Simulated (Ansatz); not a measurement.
# Li on Al(100): change of the work function, part 3 of 5

How does Li on the bridge site change the work function of Al(100) as the layer fills?

Ansatz 0.2.0; plane-wave DFT, PBEsol, Ansatz PAW (the session's first sound run).

So far, work function, upper face (eV): step 2 (the clean slab) 4.37; step 3 (37 atoms, coverage 0.111 ML, cell 3x3) 3.06.

**4. Adsorbate added, k-mesh 5×5×1, coverage 0.25 ML**

System of this step: Li/Al(100). The cell holds 17 atoms: 16 Al and 1 Li. Its edges and angles: a = 5.728 Å, b = 5.728 Å, c = 26.349 Å, α = 90.0°, β = 90.0°, γ = 90.0°. Vacuum lies along c.

Another coverage, to see how the dipoles act on each other as their distance changes.

Input file input.yaml:

```yaml
crystal:
  lattice:
    - [5.7275649276, 0.0, 0.0]
    - [0.0, 5.7275649276, 0.0]
    - [0.0, 0.0, 26.3493997763]
  atoms:
    - { symbol: Al, position: [0.25, 0.25, 0.3415637577] }
    - { symbol: Al, position: [0.0, 0.0, 0.4184156031] }
    - { symbol: Al, position: [0.25, 0.25, 0.4975698961] }
    - { symbol: Al, position: [0.0, 0.0, 0.575416046] }
    - { symbol: Al, position: [0.25, 0.75, 0.3415637577] }
    - { symbol: Al, position: [0.0, 0.5, 0.4184156031] }
    - { symbol: Al, position: [0.25, 0.75, 0.4975698961] }
    - { symbol: Al, position: [0.0, 0.5, 0.575416046] }
    - { symbol: Al, position: [0.75, 0.25, 0.3415637577] }
    - { symbol: Al, position: [0.5, 0.0, 0.4184156031] }
    - { symbol: Al, position: [0.75, 0.25, 0.4975698961] }
    - { symbol: Al, position: [0.5, 0.0, 0.575416046] }
    - { symbol: Al, position: [0.75, 0.75, 0.3415637577] }
    - { symbol: Al, position: [0.5, 0.5, 0.4184156031] }
    - { symbol: Al, position: [0.75, 0.75, 0.4975698961] }
    - { symbol: Al, position: [0.5, 0.5, 0.575416046] }
    - { symbol: Li, position: [0.25, 0.0, 0.6584362423] }
kpoints:
  mp_grid: { grid: [5, 5, 1] }
hamiltonian:
  xc: pbesol
scf:
  occupations: { method: fermi_dirac, width: 0.1 }
  convergence: { dr2_threshold: 1.0e-08 }
efield:
  axis: 3
  dipole_correction: true
  ramp_position: 0.97
  ramp_width: 0.06
relax:
  f_tol: 0.02
  max_steps: 60
  constraints: [{ sites: [0, 1, 4, 5, 8, 9, 12, 13] }]
output:
  bader: true
  dos: { projected: true, e_range: [-8, 4] }
  write_potential: true
  write_density: true
  volumetric_format: npy
  elf: true
```

Started as:

```sh
ansatz run input.yaml --threads 4 --pin off --max-ram 6144MiB --backend cpu --events-out ev --progress --plain --runs-dir out
```

Numbers of over 12 decimals in the logs are rounded to 6 here.

The program printed:

```text
[...]
Crystal: 17 atoms, lattice volume = 864.392 Å³
Basis set: ecut = 420 eV, 16941 PW (Γ), exchange–correlation on 80×80×360 points (8 copies of the dense FFT grid, shifted against one another)
Bands: 43, of which v1, the nominal top of the filled ones, is band 26 counted from 1 (25 counted from 0)
Symmetry: 4 space group operations
[...]
k-points: 9 of 25
[...]
SCF iter   1: F=—  HF=-8591.327995 eV  |F-HF|=—  |Δ(HF+E_count)|=         —  Δρ=1.30e-3  dr2=1.12e-1  ethr=1.77e-3  p=0.395 e·Å  D=8.27e-2 V/Å  ΔV_dip=-2.18 eV  dr2_dipole=2.35e-3  V_vac-E_F(+/−)=2.02/4.20 eV  ⟨swp⟩=18.3  Hψ=3175  notcnv=0
[...]
SCF iter   7: F=-8591.327855 eV  HF=-8591.327855 eV  |F-HF|=1.82e-8  |Δ(HF+E_count)|=   1.54e-7  Δρ=5.14e-7  dr2=3.43e-9  ethr=1.96e-11  p=0.464 e·Å  D=9.72e-2 V/Å  ΔV_dip=-2.56 eV  dr2_dipole=1.63e-10  V_vac-E_F(+/−)=1.78/4.34 eV  ⟨swp⟩=16.0  Hψ=3173  notcnv=0
SCF 1 converged in 7 iterations: F = -8591.327855 eV  dr2 = 3.43e-9
[...]
relax step   1: F+E_penalty+E_count = -8591.32785514 eV  Δ(F+E_penalty+E_count) = +0.000e0 eV  max|allowed force component| = 2.424e-1 eV/Å  Δτ_max = 0.0000 Å  (7 SCF iters, accepted)
[...]
SCF iter   7: F=-8591.379978 eV  HF=-8591.379978 eV  |F-HF|=1.70e-8  |Δ(HF+E_count)|=   2.21e-7  Δρ=6.23e-7  dr2=8.28e-9  ethr=1.96e-11  p=0.421 e·Å  D=8.81e-2 V/Å  ΔV_dip=-2.32 eV  dr2_dipole=4.30e-11  V_vac-E_F(+/−)=2.03/4.35 eV  ⟨swp⟩=15.7  Hψ=3289  notcnv=0
SCF 2 converged in 7 iterations: F = -8591.379978 eV  dr2 = 8.28e-9
relax step   2: F+E_penalty+E_count = -8591.37997752 eV  Δ(F+E_penalty+E_count) = -5.212e-2 eV  max|allowed force component| = 9.021e-2 eV/Å  Δτ_max = 0.1727 Å  (7 SCF iters, accepted)
SCF iter   1: F=—  HF=-8591.385253 eV  |F-HF|=—  |Δ(HF+E_count)|=         —  Δρ=4.31e-4  dr2=6.88e-3  ethr=7.77e-5  p=0.421 e·Å  D=8.81e-2 V/Å  ΔV_dip=-2.32 eV  dr2_dipole=1.87e-5  V_vac-E_F(+/−)=2.02/4.34 eV  ⟨swp⟩=2.1  Hψ=907  notcnv=0  defer=3
[...]
SCF iter   7: F=-8591.384755 eV  HF=-8591.384755 eV  |F-HF|=5.09e-9  |Δ(HF+E_count)|=   2.70e-8  Δρ=2.34e-7  dr2=1.05e-9  ethr=1.96e-11  p=0.428 e·Å  D=8.97e-2 V/Å  ΔV_dip=-2.36 eV  dr2_dipole=1.24e-11  V_vac-E_F(+/−)=1.98/4.35 eV  ⟨swp⟩=14.1  Hψ=2616  notcnv=0
SCF 3 converged in 7 iterations: F = -8591.384755 eV  dr2 = 1.05e-9
relax step   3: F+E_penalty+E_count = -8591.38475511 eV  Δ(F+E_penalty+E_count) = -4.778e-3 eV  max|allowed force component| = 2.213e-2 eV/Å  Δτ_max = 0.0443 Å  (7 SCF iters, accepted)
SCF iter   1: F=—  HF=-8591.384886 eV  |F-HF|=—  |Δ(HF+E_count)|=         —  Δρ=8.65e-5  dr2=2.41e-4  ethr=5.34e-6  p=0.428 e·Å  D=8.97e-2 V/Å  ΔV_dip=-2.36 eV  dr2_dipole=9.69e-6  V_vac-E_F(+/−)=1.98/4.35 eV  ⟨swp⟩=2.0  Hψ=893  notcnv=0  defer=3
[...]
SCF iter   5: F=-8591.384922 eV  HF=-8591.384922 eV  |F-HF|=1.24e-8  |Δ(HF+E_count)|=   7.69e-8  Δρ=5.42e-7  dr2=6.77e-9  ethr=1.96e-11  p=0.427 e·Å  D=8.94e-2 V/Å  ΔV_dip=-2.36 eV  dr2_dipole=1.01e-11  V_vac-E_F(+/−)=1.99/4.35 eV  ⟨swp⟩=9.1  Hψ=2839  notcnv=0
SCF 4 converged in 5 iterations: F = -8591.384922 eV  dr2 = 6.77e-9
relax step   4: F+E_penalty+E_count = -8591.38492173 eV  Δ(F+E_penalty+E_count) = -1.666e-4 eV  max|allowed force component| = 3.573e-3 eV/Å  Δτ_max = 0.0084 Å  (5 SCF iters, accepted)
[...]
the band table was solved once a step of the walk had ended and its energy, with any forces and stress, was formed, with the checks that follow a solve (2655 applications of the Hamiltonian). They found nothing against the state; the energy, forces and stress were not computed again (output.eigenvalues in the input reference)
WARN: The input density's exchange-correlation potential varies sharply where the density is thin. Do not read a vacuum level from v_tot or v_xc, or from such a field of the output density. On a cell that repeats whose density bears no net charge and no dipole along the vacuum's axis use v_es (v_loc + v_h of the components); under efield.dipole_correction with no amplitude use v_es + v_field, which holds any external [...]
SCF converged after 5 iterations
Free energy (F): -8591.384922 eV
[...]
Internal energy: -8591.131162 eV  (E = F + TS)
E sigma→0 (E₀):  -8591.258042 eV
Entropy (-TS):   -0.253760 eV (-14.927 meV/atom)
Fermi energy:    0.346862 eV
Dipole field:    D = 0.089386 V/Å  (p = 0.426991 e·Å, saw-weighted, corrected)
Work function:   Φ+ = 1.9914 eV   Φ− = 4.3466 eV
[...]
--- Forces (eV/Å), atoms counted from 1 ---
  atom   1  Al     0.00000000     0.00248260    -0.09288473
  atom   2  Al    -0.00686986     0.00000000     0.12789313
  atom   3  Al     0.00000000    -0.00000396     0.00357271
  atom   4  Al     0.00167737     0.00000000    -0.00029648
  atom   5  Al     0.00000000    -0.00248260    -0.09288473
  atom   6  Al     0.01862149     0.00000000     0.03892879
  atom   7  Al     0.00000000     0.00000396     0.00357271
  atom   8  Al     0.00037499     0.00000000     0.00035396
  atom   9  Al     0.00000000    -0.02275264    -0.07873839
  atom  10  Al     0.00686986     0.00000000     0.12789313
  atom  11  Al     0.00000000    -0.00162506     0.00146741
  atom  12  Al    -0.00167737     0.00000000    -0.00029648
  atom  13  Al     0.00000000     0.02275264    -0.07873839
  atom  14  Al    -0.01862149     0.00000000     0.03892879
  atom  15  Al     0.00000000     0.00162506     0.00146741
  atom  16  Al    -0.00037499     0.00000000     0.00035396
  atom  17  Li     0.00000000     0.00000000    -0.00060573
  max |Σ_I F_I| component: 1.29e-5 eV/Å
--- Band table (eV; the first three rows and the last of 9) ---
  k-point 0: bands = [... 22 lower, -0.7372, -0.7276, 0.0367, 0.1205, 0.1899, 0.2335, 0.5960, 0.6085, ... 13 higher]
  k-point 1: bands = [... 22 lower, -0.4715, 0.1374, 0.2092, 0.2613, 0.4023, 0.6129, 0.6283, 0.7116, ... 13 higher]
  k-point 2: bands = [... 22 lower, -0.8960, -0.5223, -0.2637, 0.6807, 0.8442, 0.8894, 1.4680, 1.5466, ... 13 higher]
  k-point 8: bands = [... 22 lower, 0.1162, 0.3374, 0.3663, 0.4892, 0.6830, 0.9377, 1.0393, 1.9652, ... 13 higher]
--- Relaxed structure (4 steps of the walk, 4 accepted, 0 SCFs on fresh bases) ---
  F+E_penalty+E_count = -8591.38492173 eV   max|allowed force component| = 3.573e-3 eV/Å
  atoms:
    - { symbol: Al, position: [0.25, 0.25, 0.3415637577] }
    - { symbol: Al, position: [0.0, 0.0, 0.4184156031] }
    - { symbol: Al, position: [0.25, 0.254066, 0.497845] }
    - { symbol: Al, position: [-0.00685482, 0.0, 0.571159] }
    - { symbol: Al, position: [0.25, 0.75, 0.3415637577] }
    - { symbol: Al, position: [0.0, 0.5, 0.4184156031] }
    - { symbol: Al, position: [0.25, 0.745934, 0.497845] }
    - { symbol: Al, position: [0.00105344, 0.5, 0.579345] }
    - { symbol: Al, position: [0.75, 0.25, 0.3415637577] }
    - { symbol: Al, position: [0.5, 0.0, 0.4184156031] }
    - { symbol: Al, position: [0.75, 0.254967, 0.497451] }
    - { symbol: Al, position: [0.506855, 0.0, 0.571159] }
    - { symbol: Al, position: [0.75, 0.75, 0.3415637577] }
    - { symbol: Al, position: [0.5, 0.5, 0.4184156031] }
    - { symbol: Al, position: [0.75, 0.745033, 0.497451] }
    - { symbol: Al, position: [0.498947, 0.5, 0.579345] }
    - { symbol: Li, position: [0.25, 0.0, 0.653243] }
--- Bader charges: 17 sites ---
  site symbol  charge [e]  shift [e]
     0     Al      0.0140     0.0000
     1     Al     -0.0094     0.0000
     2     Al     -0.0332     0.0000
     3     Al     -0.3573     0.0003
     4     Al      0.0140     0.0000
     5     Al     -0.0004     0.0000
     6     Al     -0.0332     0.0000
     7     Al     -0.0535     0.0000
     8     Al      0.0125     0.0000
     9     Al     -0.0094     0.0000
    10     Al     -0.0009     0.0000
    11     Al     -0.3573     0.0003
    12     Al      0.0125     0.0000
    13     Al     -0.0004     0.0000
    14     Al     -0.0009     0.0000
    15     Al     -0.0536     0.0000
    16     Li      0.8564     0.0006
  estimated error of the sums over rays = 2.8e-4 e
```

It took 51 s on 4 threads of Arm Neoverse V2, shared host; peak memory 1.3 GiB; 3.4 min of CPU time.

The steps of the relaxation:

```
step  energy less that of the first step (eV)  largest force component (eV/Å)
   1                                   0.0000                          0.2424
   2                                  -0.0521                          0.0902
   3                                  -0.0569                          0.0221
   4                                  -0.0571                          0.0036
```

The run keeps the 4 symmetry operations that it works with, so distortions that break them were not tested.

The atoms that moved most (Å):

```csv
atom,dx,dy,dz,length
Li17,0.000,0.000,-0.137,0.137
Al12,0.039,0.000,-0.112,0.119
Al4,-0.039,0.000,-0.112,0.119
Al8,0.006,0.000,0.104,0.104
Al16,-0.006,0.000,0.104,0.104
Al11,0.000,0.028,-0.003,0.029
Al15,0.000,-0.028,-0.003,0.029
Al3,0.000,0.023,0.007,0.024
```

The relaxed structure:

```xyz
17
Lattice="5.7276 0.0000 0.0000 0.0000 5.7276 0.0000 0.0000 0.0000 26.3494" Properties=species:S:1:pos:R:3
Al    1.4319    1.4319    9.0000
Al    0.0000    0.0000   11.0250
Al    1.4319    1.4552   13.1179
Al   -0.0393    0.0000   15.0497
Al    1.4319    4.2957    9.0000
Al    0.0000    2.8638   11.0250
Al    1.4319    4.2724   13.1179
Al    0.0060    2.8638   15.2654
Al    4.2957    1.4319    9.0000
Al    2.8638    0.0000   11.0250
Al    4.2957    1.4603   13.1075
Al    2.9030    0.0000   15.0497
Al    4.2957    4.2957    9.0000
Al    2.8638    2.8638   11.0250
Al    4.2957    4.2672   13.1075
Al    2.8577    2.8638   15.2654
Li    1.4319    0.0000   17.2126
```

This step gave:

```
energy at zero smearing        : -8591.2580 eV
work function, upper face      : 1.991 eV
work function, lower face      : 4.347 eV
dipole along the normal        : 0.4270 e·Å
step between the vacuum levels : -2.355 eV
```

The density of states has structure finer than the step of the table below, so its rows give means over 0.25 eV, whole bins alone (the curve runs from -8 to 1.98 eV). Peaks (eV: height): -4.840: 22.3, -2.230: 15.3, -0.270: 17.2, 0.600: 23.7, 1.290: 21.8, 1.740: 24.4, 1.890: 23.3.

Density of states against energy, zero at the Fermi level; means over each step:

```
energy (eV)  density of states (states/eV a cell)
      -7.75                                  2.21
      -7.50                                  5.36
      -7.25                                  2.33
      -7.00                                  2.55
      -6.75                                  3.46
      -6.50                                  4.31
      -6.25                                  4.45
      -6.00                                  7.45
      -5.75                                  4.14
      -5.50                                  3.97
      -5.25                                  1.99
      -5.00                                  2.09
      -4.75                                  8.01
      -4.50                                  5.11
      -4.25                                  5.71
      -4.00                                  5.87
      -3.75                                  7.08
      -3.50                                  4.93
      -3.25                                  4.28
      -3.00                                  4.68
      -2.75                                  9.42
      -2.50                                  3.75
      -2.25                                  7.66
      -2.00                                  7.93
      -1.75                                  7.36
      -1.50                                  9.08
      -1.25                                  5.43
      -1.00                                  4.51
      -0.75                                  5.96
      -0.50                                  8.58
      -0.25                                  9.72
       0.00                                  5.71
       0.25                                  5.29
       0.50                                  13.6
       0.75                                  6.74
       1.00                                  7.15
       1.25                                  8.46
       1.50                                  6.97
       1.75                                  11.6
```

Projected DOS per atom over height of the atomic layer and energy from the Fermi level. Layers: Al4 Al4 Al4 Al4 Li from below.

Values in states/eV, 22 rows by 5 columns, each cell a mean:
```
0.64 0.45 0.48 0.65 0.49
0.46 0.28 0.30 0.48 0.86
0.37 0.35 0.34 0.38 0.85
0.57 0.57 0.61 0.55 0.26
0.53 0.29 0.31 0.58 0.02
0.57 0.37 0.34 0.63 0.04
0.42 0.27 0.28 0.41 0.05
0.56 0.40 0.40 0.59 0.08
0.48 0.43 0.47 0.46 0.08
0.39 0.34 0.33 0.44 0.03
0.48 0.38 0.37 0.56 0.03
0.26 0.26 0.26 0.30 0.02
0.38 0.38 0.37 0.42 0.04
0.37 0.34 0.34 0.41 0.04
0.35 0.35 0.35 0.38 0.02
0.20 0.21 0.21 0.21 0.01
0.21 0.26 0.26 0.22 0.01
0.28 0.43 0.43 0.29 0.01
0.22 0.26 0.26 0.24 0.02
0.17 0.25 0.24 0.18 0.02
0.17 0.26 0.26 0.18 0.01
0.14 0.19 0.19 0.14 0.01
```
Columns: height of the atomic layer (Å) from 9 to 17.2; rows upwards: energy from the Fermi level (eV) from -7.96 to 1.95.

Valence density in the ca plane at fractional y = 0.000, with atoms of Al and Li within 0.2 Å of it. It is the smooth field of the valence electrons, not physical close to the nuclei.

Values in e/Å³, 8 rows by 16 columns, each cell a mean:
```
0.1 0.2 0.2 0.2 0.1 0.2 0.2 0.1 0.1 0.0 0.0 0.0 0.0 0.0 0.0 0.0
0.2 0.2 0.2 0.2 0.2 0.2 0.2 0.2 0.1 0.0 0.0 0.0 0.0 0.0 0.0 0.0
0.1 0.2 0.2 0.2 0.2 0.2 0.2 0.2 0.1 0.0 0.0 0.0 0.0 0.0 0.0 0.0
0.1 0.1 0.1 0.1 0.1 0.2 0.1 0.1 0.1 0.0 0.0 0.0 0.0 0.0 0.0 0.0
0.1 0.2 0.2 0.2 0.1 0.2 0.2 0.2 0.1 0.0 0.0 0.0 0.0 0.0 0.0 0.0
0.2 0.2 0.2 0.2 0.2 0.2 0.2 0.2 0.9 2.3 0.0 0.0 0.0 0.0 0.0 0.0
0.1 0.2 0.2 0.2 0.2 0.2 0.2 0.2 0.5 1.2 0.0 0.0 0.0 0.0 0.0 0.0
0.1 0.1 0.1 0.1 0.1 0.2 0.1 0.2 0.1 0.0 0.0 0.0 0.0 0.0 0.0 0.0
```
Columns run along c (16.0 Å, from fractional 0.31 to 0.92 of the cell), rows up along a (5.7 Å). Atoms in or near the plane, at fractional coordinates: Al at (0.42, 0.00), Al at (0.57, 0.99), Al at (0.42, 0.50), Al at (0.57, 0.51), Li at (0.65, 0.25).

Electrostatic potential energy in the ca plane at fractional y = 0.000, with atoms of Al and Li within 0.2 Å of it. With pseudopotentials it is smooth inside the atoms' cores, unlike the true potential.

Ten even steps from '0' (-18 eV) to '9' (4 eV), each cell a mean:
```
99998403403799984034127999999999999999999999
99988620026899986200158999999999999999999999
98888875568888888755689999999999999999999999
88888887788988888877899999999999999999999999
98888875568888888754689999999999999999999999
99988620025899986211158999999999999999999999
99998403303799984034127999999999999999999999
99998304512799984045227898889999999999999999
99998511104899986111147877788999999999999999
98888752247888888633577621468899999999999999
88888887778888888877887200057899999999999999
88888887778888888877887200057899999999999999
98888752247888888633577621478899999999999999
99998501104899986111047877788999999999999999
99998305512799984045227898899999999999999999
```
Columns run along c (16.0 Å, from fractional 0.31 to 0.92 of the cell; values clipped at the 3rd and 97th percentile), rows up along a (5.7 Å). Atoms in or near the plane, at fractional coordinates: Al at (0.42, 0.00), Al at (0.57, 0.99), Al at (0.42, 0.50), Al at (0.57, 0.51), Li at (0.65, 0.25).

ELF in the ca plane at fractional y = 0.000, with atoms of Al and Li within 0.2 Å of it. It is the smooth field of the valence electrons, not physical close to the nuclei.

Values in units of 1e-1, 8 rows by 16 columns, each cell a mean:
```
3.5 4.2 3.2 3.6 3.9 4.0 3.2 4.5 7.3 3.7 0.7 0.1 0.0 0.0 0.0 0.0
6.9 5.9 6.2 6.0 5.2 5.5 6.8 7.0 4.1 1.1 0.2 0.0 0.0 0.0 0.0 0.0
6.2 5.6 6.0 5.8 5.0 5.2 6.3 6.7 4.8 1.6 0.3 0.0 0.0 0.0 0.0 0.0
2.7 3.8 2.3 2.8 3.6 3.7 2.4 4.0 7.9 4.3 0.8 0.1 0.0 0.0 0.0 0.0
3.5 4.2 3.2 3.6 3.9 4.1 3.3 5.4 6.0 1.0 0.3 0.0 0.0 0.0 0.0 0.0
6.9 6.0 6.3 6.0 5.2 5.7 6.0 7.1 3.6 6.7 0.0 0.0 0.0 0.0 0.0 0.0
6.2 5.6 6.0 5.8 4.9 5.3 5.8 7.2 3.5 4.5 0.0 0.0 0.0 0.0 0.0 0.0
2.7 3.8 2.4 2.8 3.6 3.8 2.6 4.6 7.2 2.1 0.5 0.1 0.0 0.0 0.0 0.0
```
Columns run along c (16.0 Å, from fractional 0.31 to 0.92 of the cell), rows up along a (5.7 Å). Atoms in or near the plane, at fractional coordinates: Al at (0.42, 0.00), Al at (0.57, 0.99), Al at (0.42, 0.50), Al at (0.57, 0.51), Li at (0.65, 0.25).

The relaxation took 4 steps and lowered the energy by 0.057 eV; the largest force on the free atoms ends at 0.0036 eV/Å.

By hand: a sheet of dipoles makes a step −p/(ε₀A) in the electron's potential. With e/ε₀ = 180.95 V·Å, p = 0.4270 e·Å and A = 32.80 Å², that is −180.95 × (0.4270) / 32.80 = -2.355 eV, and the two vacuum levels of the run differ by -2.355 eV.

The covered face has 1.99 eV, -2.38 eV against the clean one; the bare back face has moved by -0.04 eV, a measure of how thin the slab is.

(Part 3 of 5 ends here.)

[Logs are printed without paths, hosts, clocks, repeated set-up lines and the standing remarks that a program may print on its own settings, such as how far it seeks lower states.]

[Hosts, paths, dates, database ids (printed as entryN), source tags and the programs' standing remarks are cut or masked in the printed files.]

[Maps of the electrostatic potential energy from Ansatz leave out the sawtooth potential of an applied field or a dipole correction, so their vacuum need not be flat; planar profiles and work functions include it.]

[The density of states shown here was stored with 400 of the rows of the run's finer table, so its peaks can read low, often by over a quarter, or be missed, and its means over a window can be off by a tenth or more.]
